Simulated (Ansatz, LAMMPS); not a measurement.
# Structural relaxation of a frame of liquid ethyl methyl carbonate from 300 K (120 atoms), part 2 of 2

How does a frame of liquid ethyl methyl carbonate from 300 K (120 atoms) relax, and what do bonds, charges and levels look like afterwards?

Ansatz 0.2.0; Kohn-Sham DFT, PBE+D4, PAW (set soft_2), plane waves.

The cell: 32 C, 24 O and 64 H. The network of contacts between molecules at the start is that of the classical potential that made the cell. The density was typed from a rule of thumb and may lie off the real one at this temperature. Sampling is at Γ alone, for a cell whose shortest periodic width is 11 Å.

So far, density (g/cm³): step 5 (distances and neighbours after relaxation) 1.01.

### Step 6. Single point at the relaxed geometry

The electronic structure is read at the final geometry, in a run of its own.

File input.yaml:

```yaml
crystal:
  lattice:
    - [11.10443, 0.0, 0.0]
    - [0.0, 11.10443, 0.0]
    - [0.0, 0.0, 11.10443]
  atoms:
    - { symbol: C, position: [0.80856, 0.37833, 0.74746] }
    - { symbol: C, position: [0.81646, 0.26004, 0.81443] }
    - { symbol: O, position: [0.69759, 0.2042, 0.82458] }
    - { symbol: C, position: [0.64267, 0.21316, 0.93132] }
    - { symbol: O, position: [0.68082, 0.26157, 0.02217] }
    - { symbol: O, position: [0.53516, 0.15694, 0.92198] }
    - { symbol: C, position: [0.46656, 0.15362, 0.03239] }
    - { symbol: H, position: [0.75419, 0.4442, 0.79692] }
    - { symbol: H, position: [0.89978, 0.41452, 0.73535] }
    - { symbol: H, position: [0.76905, 0.36673, 0.65763] }
    - { symbol: H, position: [0.85306, 0.27154, 0.90527] }
    - { symbol: H, position: [0.8711, 0.19391, 0.76587] }
    - { symbol: H, position: [0.51444, 0.10115, 0.10115] }
    - { symbol: H, position: [0.45116, 0.24509, 0.06624] }
    - { symbol: H, position: [0.38093, 0.11062, 0.00964] }
    - { symbol: C, position: [0.235, 0.85236, 0.85684] }
    - { symbol: C, position: [0.17373, 0.9626, 0.80561] }
    - { symbol: O, position: [0.05985, 0.98788, 0.86619] }
    - { symbol: C, position: [0.06774, 0.04787, 0.9703] }
    - { symbol: O, position: [0.1594, 0.08219, 0.02029] }
    - { symbol: O, position: [0.95471, 0.06445, 0.01122] }
    - { symbol: C, position: [0.94618, 0.12751, 0.12452] }
    - { symbol: H, position: [0.17573, 0.77346, 0.85297] }
    - { symbol: H, position: [0.31536, 0.8314, 0.80335] }
    - { symbol: H, position: [0.26294, 0.86721, 0.95048] }
    - { symbol: H, position: [0.148, 0.94963, 0.71136] }
    - { symbol: H, position: [0.23115, 0.04257, 0.81227] }
    - { symbol: H, position: [0.97634, 0.06872, 0.19803] }
    - { symbol: H, position: [0.00088, 0.20967, 0.12411] }
    - { symbol: H, position: [0.85076, 0.14983, 0.13431] }
    - { symbol: C, position: [0.06489, 0.54773, 0.97498] }
    - { symbol: C, position: [0.11439, 0.59787, 0.09175] }
    - { symbol: O, position: [0.22067, 0.53146, 0.13162] }
    - { symbol: C, position: [0.19891, 0.43056, 0.19495] }
    - { symbol: O, position: [0.10095, 0.39214, 0.22572] }
    - { symbol: O, position: [0.30619, 0.37913, 0.21851] }
    - { symbol: C, position: [0.29972, 0.26905, 0.28825] }
    - { symbol: H, position: [0.98739, 0.60237, 0.94657] }
    - { symbol: H, position: [0.13288, 0.5507, 0.90344] }
    - { symbol: H, position: [0.03351, 0.45471, 0.98633] }
    - { symbol: H, position: [0.04687, 0.5968, 0.16373] }
    - { symbol: H, position: [0.14804, 0.6899, 0.07941] }
    - { symbol: H, position: [0.26324, 0.28716, 0.37815] }
    - { symbol: H, position: [0.24422, 0.20224, 0.24117] }
    - { symbol: H, position: [0.39266, 0.23728, 0.29538] }
    - { symbol: C, position: [0.09554, 0.62004, 0.61939] }
    - { symbol: C, position: [0.04168, 0.62852, 0.49488] }
    - { symbol: O, position: [0.96287, 0.52487, 0.47847] }
    - { symbol: C, position: [0.89777, 0.5264, 0.37689] }
    - { symbol: O, position: [0.89504, 0.60692, 0.30233] }
    - { symbol: O, position: [0.83421, 0.42341, 0.37198] }
    - { symbol: C, position: [0.76712, 0.40704, 0.26201] }
    - { symbol: H, position: [0.14592, 0.53594, 0.63156] }
    - { symbol: H, position: [0.15822, 0.69518, 0.6333] }
    - { symbol: H, position: [0.02515, 0.62552, 0.68855] }
    - { symbol: H, position: [0.11119, 0.62471, 0.42438] }
    - { symbol: H, position: [0.98869, 0.71103, 0.48307] }
    - { symbol: H, position: [0.7005, 0.47913, 0.25078] }
    - { symbol: H, position: [0.82802, 0.40578, 0.1844] }
    - { symbol: H, position: [0.7219, 0.32011, 0.27111] }
    - { symbol: C, position: [0.16732, 0.89414, 0.30326] }
    - { symbol: C, position: [0.28867, 0.83793, 0.33057] }
    - { symbol: O, position: [0.38034, 0.929, 0.35176] }
    - { symbol: C, position: [0.38691, 0.97028, 0.46603] }
    - { symbol: O, position: [0.3258, 0.93684, 0.55051] }
    - { symbol: O, position: [0.47329, 0.0548, 0.4688] }
    - { symbol: C, position: [0.4958, 0.10551, 0.58685] }
    - { symbol: H, position: [0.13311, 0.94356, 0.38171] }
    - { symbol: H, position: [0.17368, 0.95556, 0.22602] }
    - { symbol: H, position: [0.10167, 0.82329, 0.28165] }
    - { symbol: H, position: [0.32311, 0.78673, 0.25336] }
    - { symbol: H, position: [0.28445, 0.7786, 0.40955] }
    - { symbol: H, position: [0.57774, 0.15928, 0.57704] }
    - { symbol: H, position: [0.42012, 0.16308, 0.61366] }
    - { symbol: H, position: [0.50977, 0.03379, 0.65314] }
    - { symbol: C, position: [0.51999, 0.51444, 0.46709] }
    - { symbol: C, position: [0.45091, 0.5543, 0.57733] }
    - { symbol: O, position: [0.52619, 0.52829, 0.68165] }
    [... 36 atom lines left out ...]
    - { symbol: H, position: [0.63052, 0.92792, 0.90423] }
    - { symbol: H, position: [0.83833, 0.78579, 0.78599] }
    - { symbol: H, position: [0.81578, 0.94342, 0.77207] }
    - { symbol: H, position: [0.59712, 0.81359, 0.32443] }
    - { symbol: H, position: [0.71655, 0.91697, 0.35776] }
    - { symbol: H, position: [0.74711, 0.7585, 0.35544] }
kpoints:
  mp_grid: { grid: [1, 1, 1] }
hamiltonian:
  xc: pbe
  dispersion: d4
scf:
  occupations: { method: fixed }
output:
  forces: true
  stress: true
  populations: true
  dos:
    method: { smearing: { sigma: 0.08 } }
    de: 0.1
    projected: { site_lists: { C: [C], H: [H], O: [O] } }
  eigenvalues: true
  write_density: true
  write_potential: true
  volumetric_format: npy
```

Started as:

```console
$ ansatz run input.yaml --threads 4 --pin off --max-ram 8192MiB --backend cpu --events-out ev --progress --plain --runs-dir out
```

The job ended after 21 s (4 threads of Intel Xeon Platinum 8175M at 2.50GHz (Skylake/Cascade Lake), shared host; peak memory 1.5 GiB).

The program notes that the exchange-correlation potential is rough where the density is thin.

The run gave:

```yaml
free_energy: -22668.7000 eV
free_energy_per_atom: -188.9058 eV/atom
scf_cycles: 10
pressure: -0.2585 GPa
r_m_s_force_component: 0.00583 eV/Å
longest_force: 0.03141 eV/Å
fermi_energy: -2.149 eV
spacing_of_highest_filled_and_lowest_empty_level: 5.66 eV
spilling_of_the_projection: 0.01386
```

Löwdin charges by element and coordination (they lack the spilled electrons, 0.039 e an atom on average):

```tsv
element	coordination	atoms	mean charge (e)	spread	least	most
C	all	32	-0.0065	0.437	-0.467	0.710
C	3	8	0.707	0.0025	0.701	0.710
C	4	24	-0.244	0.168	-0.467	-0.04
H	all	64	0.201	0.0114	0.175	0.226
O	all	24	-0.334	0.0829	-0.460	-0.269
O	1	8	-0.451	0.0052	-0.460	-0.445
O	2	16	-0.275	0.0047	-0.287	-0.269
```

States in the cell by windows of 1 eV, zero at the Fermi level; the larger projections on atomic orbitals stand beside the total:

```tsv
from (eV)	to (eV)	total	O p	C p	H s	C s
-14	-13	0.0	0.0	0.0	0.0	0.0
-13	-12	16.0	3.3	1.2	3.0	8.1
-12	-11	15.5	3.0	1.3	3.7	6.7
-11	-10	0.5	0.1	0.0	0.1	0.2
-10	-9	8.7	1.6	1.5	2.3	3.0
-9	-8	7.3	1.2	1.2	2.0	2.5
-8	-7	16.0	3.5	4.5	3.4	2.7
-7	-6	16.1	6.9	6.2	1.5	0.3
-6	-5	31.9	15.7	9.9	2.3	0.5
-5	-4	27.5	7.2	13.5	5.5	0.2
-4	-3	34.5	10.5	16.4	6.0	0.2
-3	-2	42.0	9.4	19.9	11.0	0.1
-2	-1	24.0	8.1	8.6	6.2	0.1
-1	0	45.5	37.7	3.6	3.6	0.1
0	1	2.4	2.3	0.0	0.0	0.0
1	5	0.0	0.0	0.0	0.0	0.0
```

The curve was stored every 0.10 eV, coarse against its broadening of 0.08 eV, so these counts are rough.

With fixed occupations the program's Fermi level is the highest filled level; weight inside the gap is the broadening of levels at its edges.

Between -22 and -14 eV lie 48 more states.

The levels nearest the highest filled one (over half full), pooled over k-points and spins:

```tsv
level less the highest filled one (eV)	occupation
-0.0834	2
-0.0716	2
-0.0508	2
-0.0478	2
-0.0125	2
0	2
5.66	0
6.21	0
6.25	0
6.3	0
6.33	0
6.35	0
```

Electrostatic potential energy in the bc plane at fractional x = 0.158, with atoms of C and O and H within 0.2 Å of it. With pseudopotentials it is smooth inside the atoms' cores, unlike the true potential.

Values in eV, 13 rows by 16 columns, each cell a mean:
```
 -2 -12   2   5   4   4   4   4  -1   0   4   4   4   4   3   3
 -2   3   5   4   0   2   4   4  -4  -3   4   2 -14  -2  -2 -12
-14   3   4 -12 -37  -8   4   4   4   4   4   3  -2   1 -11 -40
  1   4   3 -11 -34  -5   4   4   3   4   3   3   4   4  -3 -24
  4   4   2 -20 -38  -9   4   3 -17  -7 -10 -20   3   4   3   1
  5   4   3   0  -3   2   5   4   0  -1  -2   0   4   5   5   5
  4   3   2   3   5   5   5   5   4   3   2   4   4   5   5   4
  3   3   2   4   4   5   5   5   4   1   0   3   4   3  -1  -6
  3   4   4   4   5   5   4   4   4   4   3   4   3 -10 -32 -11
  3   4   4   4   5   2 -11  -5   2   4   4   4   3  -8 -27 -18
  3   5   5   4   4   1 -24 -23  -4  -1   2   3   4   4   1  -7
  4   0   5   5   5   4   0  -1  -9 -26 -15 -13   3   4   4   4
-13 -39  -7   5   4   4   4   3   0  -6  -4  -4   3   4   4   4
```
Columns run along b (11.1 Å; values clipped at the 3rd and 97th percentile), rows up along c (11.1 Å). Atoms in or near the plane, at fractional coordinates: C at (0.96, 0.81), O at (0.08, 0.02), H at (0.77, 0.85), H at (0.95, 0.71), H at (0.69, 0.08), H at (0.54, 0.63), H at (0.70, 0.63), C at (0.89, 0.30), H at (0.96, 0.23), C at (0.26, 0.66), O at (0.27, 0.78).

Valence density in the bc plane at fractional x = 0.158, with atoms of C and O and H within 0.2 Å of it. It is the smooth field of the valence electrons, not physical close to the nuclei.

Ten steps, logarithmic in the rise over the least value, from '_' (0.0 e/Å³) to '@' (6.4 e/Å³), each cell a mean:
```
==**####++::..______________..::--==--::..________..........::
----==--::..____......______..::==++==::______..::::::::::::::
--::::..____....::::::..____..::====--..____::==++====----====
++==::..__..--++**++==::..____....::..______::++**++==++++****
**==::....::++%%@@%%++--..__________________..--------==**####
++--::....::**%%@@%%**--..____________________......::--++####
==::..____::==**####==::________..............______..::++##**
::..____..::==**##**==::..____::--==========--::______..--====
________..::++**####++--..__..--****++++**##++--..______......
__________::--++****++--..__..::==++++++++++==::______________
__________..::--====--::..____..::::------::::..______________
______..........::::....__________..::::::..__________________
______..::::::....________________..::--::..______________..__
..____..::::....__________________..::----..________..::----::
::________..________________________..::::..____....--==++**==
::____________________....______________________::--++**##**==
::..____________....::::----::..______________..--++**####**==
--..________........--++****==::..____________..::==****##**++
--..__________....::==**####**==--::....________..::--==++**++
..________________..--++####**++++==----::..________..::::----
..........__________..--======++******++==--::..__________....
::==++++--..__________....::--==++**********++::____________..
==##@@%%**--..______________..::==++++++++**==::____________..
++%%@@@@##--..______________..::----==----::::..____________::
```
Columns run along b (11.1 Å), rows up along c (11.1 Å). Atoms in or near the plane, at fractional coordinates: C at (0.96, 0.81), O at (0.08, 0.02), H at (0.77, 0.85), H at (0.95, 0.71), H at (0.69, 0.08), H at (0.54, 0.63), H at (0.70, 0.63), C at (0.89, 0.30), H at (0.96, 0.23), C at (0.26, 0.66), O at (0.27, 0.78).

Mean Löwdin charges: C -0.01, H +0.20, O -0.33 e (they miss 1.4 % of the electrons, so they add up to more than the cell's charge). The largest share in the top eV of filled states is O p (84 % of the projected weight), and in the lowest eV of empty states C p (44 % of the projected weight).

A closer look about H89, picked at random: 8 atoms, nearest first, numbered in the order of the input, with positions taken from that point.

```tsv
atom	x	y	z	distance (Å)	bonds	Löwdin charge (e)
H89	0.00	0.00	0.00	0.00	1	0.19
C82	0.10	-1.07	-0.21	1.10	4	-0.23
H90	-0.86	-1.56	-0.05	1.78	1	0.20
H88	0.87	-1.52	0.43	1.81	1	0.22
O81	0.58	-1.28	-1.55	2.10	2	-0.27
H113	1.73	1.48	-1.03	2.50	1	0.19
C79	-0.30	-0.93	-2.52	2.70	3	0.71
O80	-1.41	-0.47	-2.33	2.77	1	-0.45
```

The column of bonds counts only the pairs H-C within 1.34 Å, C-C within 1.85 Å, C-O within 1.73 Å; other neighbours, such as metal atoms beside each other in a compound, aren't counted, and periodic images can show an atom twice.

### Step 7. Other settings

Changed here: scf.occupations.method = "fermi_dirac" and scf.occupations.width = 0.05.

input.yaml: that of step 6 with these lines changed.

```diff
@@ -6,3 +6,3 @@
   atoms:
-    [... the 120 atom lines of step 6 ...]
+    [... the 120 atom lines of step 3 ...]
 kpoints:
@@ -13,3 +13,3 @@
 scf:
-  occupations: { method: fixed }
+  occupations: { method: fermi_dirac, width: 0.05 }
 output:
@@ -23,4 +23 @@
   eigenvalues: true
-  write_density: true
-  write_potential: true
-  volumetric_format: npy
```

The job ended after 20 s (4 threads; peak memory 1.5 GiB).

Geometry and reference: those of the single point at the start.

Forces differ from those of the single point at the start by 0.002 meV/Å r.m.s., 2.0e-4 % of their size. It took 0.94 times the reference's time (shared host, so rough).

### Step 8. Outcome

| Property | Result |
| --- | --- |
| energy change in the relaxation | -37.94 meV/atom |
| r.m.s. displacement | 1.113 Å |
| largest displacement | 2.069 Å |
| free energy per atom | -188.9058 eV/atom |
| pressure | -0.2585 GPa |
| r.m.s. force component | 0.00583 eV/Å |
| gap (highest filled to lowest empty level) | 5.66 eV |
| wall time of the 4 DFT runs | 11 min |

Relaxation lowers the energy by 37.9 meV/atom and moves atoms by 1.1 Å r.m.s.; the r.m.s. force component goes from 0.82 to 0.0058 eV/Å, the pressure goes from 0.63 to -0.26 GPa, and the gap from 5.42 to 5.66 eV. By the final cutoffs no bond was broken or made. From the first step to the last the energy fell by 4.553 eV, and the largest move was 2.07 Å (O50). The C-O bonds change most in mean length: from 1.356 Å (spread 0.080) to 1.362 Å (spread 0.087). By these cutoffs 75 % of C atoms have 4, all H atoms have 1 and 67 % of O atoms have 2 bonded neighbours. Between filled and empty levels lie 5.66 eV (at Γ alone); a semilocal functional tends to put such gaps too low. In a disordered cell it changes from sample to sample and from frame to frame.

**Limits.** The network of contacts between molecules at the start is that of the classical potential that made the cell; in DFT atoms moved by 1.1 Å r.m.s.

[Logs are printed without paths, hosts, clocks, repeated set-up lines and the standing remarks that a program may print on its own settings, such as how far it seeks lower states.]

[Hosts, paths, dates, database ids (printed as entryN), source tags and the programs' standing remarks are cut or masked in the printed files.]
